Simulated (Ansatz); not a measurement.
# twin(10-12) boundary in hcp Co, starting shift (0.5, 0.5): structure and resistance, part 3 of 3

How much does the twin(10-12) boundary in hcp Co, starting shift (0.5, 0.5) reflect electrons?

Ansatz 0.2.0; Ansatz plane-wave DFT, PBE, PAW files, collinear spin; relaxation of a bicrystal slab with its lowest layers held; PAW set soft_1 (the session's first sound run).

So far. Step 2 (Relaxing the bicrystal): The largest force component on a free atom ends at 0.0069 eV/Å, under the tolerance of 0.03, after 16 steps.

## (3) Transmission across the boundary (continued)

Level of this step: Ansatz plane-wave DFT, PBE, PAW files, collinear spin; ballistic transport by layer matching (Landauer), zero bias; boundary relaxed in a short slab, bulk layers laid on; PAW set soft_1 (Ansatz).

Slowest decay crystal 1 over k1 and k2. At 0.0000 eV from the Fermi level, spin up.

Ten even steps from '_' (0.000) to '@' (0.350):
```
**==--------++--------==
________________________
________________________
________________________
________________________
________________________
________________________
________________________
________________________
________________________
________________________
________________________
________________________
________________________
________________________
________________________
________________________
________________________
________________________
________________________
________________________
________________________
**==--------++--------==
@@%%**++==++##++==++**%%
```
Columns: k1 (b1) from -0.5 to 0.417; rows upwards: k2 (b2) from -0.5 to 0.458.

Spin density in the ca plane at fractional y = 0.417, with atoms of Co within 0.2 Å of it.

Values in e/Å³, 9 rows by 16 columns, each cell a mean:
```
0.0 0.0 0.0 0.0 0.0 0.0 0.0 0.0 0.0 0.0 0.0 0.1 0.0 0.0 0.0 0.0
0.0 0.0 0.0 0.0 0.1 0.6 0.0 0.1 0.0 0.0 0.7 1.8 0.0 0.0 0.0 0.0
0.0 0.4 0.1 0.0 0.4 2.2 0.0 1.8 0.3 0.0 0.4 0.9 0.0 0.0 0.0 0.0
0.0 2.1 0.7 0.0 0.0 0.2 0.0 1.1 0.2 0.0 0.0 0.0 0.0 0.0 0.0 0.0
0.0 0.2 0.1 0.0 0.0 0.0 0.0 0.0 0.0 0.0 0.0 0.0 0.0 0.0 0.0 0.0
0.0 0.0 0.0 0.0 0.0 0.0 0.0 0.1 0.2 0.0 0.0 0.0 0.0 0.0 0.0 0.0
0.0 0.1 1.2 0.0 0.2 0.0 0.0 0.6 2.2 0.0 1.2 0.2 0.0 0.0 0.0 0.0
0.0 0.2 1.9 0.0 2.1 0.5 0.0 0.1 0.4 0.0 1.9 0.3 0.0 0.0 0.0 0.0
0.0 0.0 0.1 0.0 0.5 0.1 0.0 0.0 0.0 0.0 0.1 0.0 0.0 0.0 0.0 0.0
```
Columns run along c (16.0 Å, from fractional 0.68 to 1.00 of the cell), rows up along a (6.0 Å). Atoms in or near the plane, at fractional coordinates: Co at (0.71, 0.60), Co at (0.72, 0.19), Co at (0.77, 0.13), Co at (0.78, 0.72), Co at (0.83, 0.66), Co at (0.84, 0.25), Co at (0.89, 0.19), Co at (0.90, 0.78).

ELF in the ca plane at fractional y = 0.417, with atoms of Co within 0.2 Å of it. It is the smooth field of the valence electrons, not physical close to the nuclei.

Values, 9 rows by 16 columns, each cell a mean:
```
0.29 0.28 0.28 0.29 0.27 0.27 0.30 0.28 0.28 0.28 0.27 0.23 0.11 0.03 0.00 0.00
0.31 0.27 0.28 0.28 0.26 0.31 0.29 0.22 0.25 0.28 0.31 0.45 0.12 0.08 0.01 0.00
0.25 0.28 0.24 0.28 0.28 0.52 0.22 0.47 0.26 0.27 0.28 0.35 0.26 0.18 0.03 0.00
0.23 0.49 0.32 0.28 0.24 0.24 0.26 0.39 0.26 0.28 0.26 0.24 0.37 0.26 0.06 0.00
0.31 0.25 0.25 0.28 0.28 0.27 0.31 0.25 0.28 0.28 0.27 0.27 0.32 0.30 0.08 0.00
0.28 0.29 0.24 0.31 0.28 0.28 0.28 0.26 0.25 0.30 0.21 0.28 0.34 0.28 0.07 0.00
0.28 0.26 0.40 0.26 0.24 0.24 0.28 0.30 0.51 0.23 0.41 0.27 0.33 0.18 0.04 0.00
0.28 0.25 0.49 0.22 0.50 0.30 0.28 0.24 0.29 0.24 0.48 0.23 0.20 0.08 0.01 0.00
0.28 0.26 0.22 0.29 0.31 0.26 0.28 0.28 0.26 0.31 0.24 0.24 0.15 0.03 0.00 0.00
```
Columns run along c (16.0 Å, from fractional 0.68 to 1.00 of the cell), rows up along a (6.0 Å). Atoms in or near the plane, at fractional coordinates: Co at (0.71, 0.60), Co at (0.72, 0.19), Co at (0.77, 0.13), Co at (0.78, 0.72), Co at (0.83, 0.66), Co at (0.84, 0.25), Co at (0.89, 0.19), Co at (0.90, 0.78).

Valence density in the ca plane at fractional y = 0.417, with atoms of Co within 0.2 Å of it. It is the smooth field of the valence electrons, not physical close to the nuclei.

Ten steps, logarithmic in the rise over the least value, from '0' (0 e/Å³) to '9' (37 e/Å³), each cell a mean:
```
11111001111111111111100111111111000000000000
11111001111111111111111111111344100000000000
11111111111114542111111111112687310000000000
11111111111137973112453110013798410000000000
21135531100138973114896210012576310000000000
21258952100125652114897211111222110000000000
11259952111112221113564111111111110000000000
11135631111111111111221111111001111000000000
11112211111110011111111111111001111000000000
11111111111110011111122211111111111000000000
11111232111111111111257621112321100000000000
11113675211133211111379841136752100000000000
10114897311377421001268731148972000000000000
10013786211599621001134311137862000000000000
10011343111478521111111111123431000000000000
11111111111233211111100111111110000000000000
```
Columns run along c (16.0 Å, from fractional 0.68 to 1.00 of the cell), rows up along a (6.0 Å). Atoms in or near the plane, at fractional coordinates: Co at (0.71, 0.60), Co at (0.72, 0.19), Co at (0.77, 0.13), Co at (0.78, 0.72), Co at (0.83, 0.66), Co at (0.84, 0.25), Co at (0.89, 0.19), Co at (0.90, 0.78).

Nearest the Fermi level spin up passes 1.70 of 1.77 channels of the lower lead and spin down 1.80 of 3.18.

## (4) Specific resistance

This step: Ansatz plane-wave DFT, PBE, PAW files, collinear spin; ballistic transport by layer matching (Landauer), zero bias; specific resistance of the boundary; PAW set soft_1 (Ansatz 0.2.0).

Numbers from this step:

* area resistance: 0.08750 fΩ m²
* T over the leads' mean channel count: 0.7051
* spin asymmetry γ: 0.8134 (R down - R up) / (R down + R up)

Averaged over the energies near the Fermi level, 70.5 % of the channels pass, which makes 0.0875 fΩ m².

By hand, with means over the energies near the Fermi level: RA per spin = A (h/e²)(1/T − ½[1/N₁ + 1/N₂]); spin up: 14.94×10⁻²⁰ m² × 25 813 Ω × (1/1.697 − ½[1/1.774 + 1/1.771]) = 0.0965 fΩ m²; spin down: 14.94×10⁻²⁰ m² × 25 813 Ω × (1/1.792 − ½[1/3.178 + 1/3.174]) = 0.938 fΩ m². The spins conduct in parallel, so 1/RA = 1/0.0965 + 1/0.938 and RA = 0.0875 fΩ m²; γ = (0.938 − 0.0965)/(0.938 + 0.0965) = 0.81.

## (5) Summary of results

| Item | Value |
| --- | --- |
| specific resistance of the boundary | 0.0875 fΩ m² |
| share of channels that pass | 0.705 |

What this shows: The boundary has a specific resistance of 0.087 fΩ m². The boundary reflects 29 % of the channels; 0.087 fΩ m² is 0.87×10⁻¹² Ω·cm². In the relaxation the upper grain slid sideways by about 1.4 Å, so the result belongs to the position that it found, not to the starting one. One starting structure was relaxed; another shift or atom count at the boundary may lie lower. One magnetic start was tried, and the two spins conduct in parallel without mixing.

[Logs are printed without paths, hosts, clocks, repeated set-up lines and the standing remarks that a program may print on its own settings, such as how far it seeks lower states.]

[Hosts, paths, dates, database ids (printed as entryN), source tags and the programs' standing remarks are cut or masked in the printed files.]
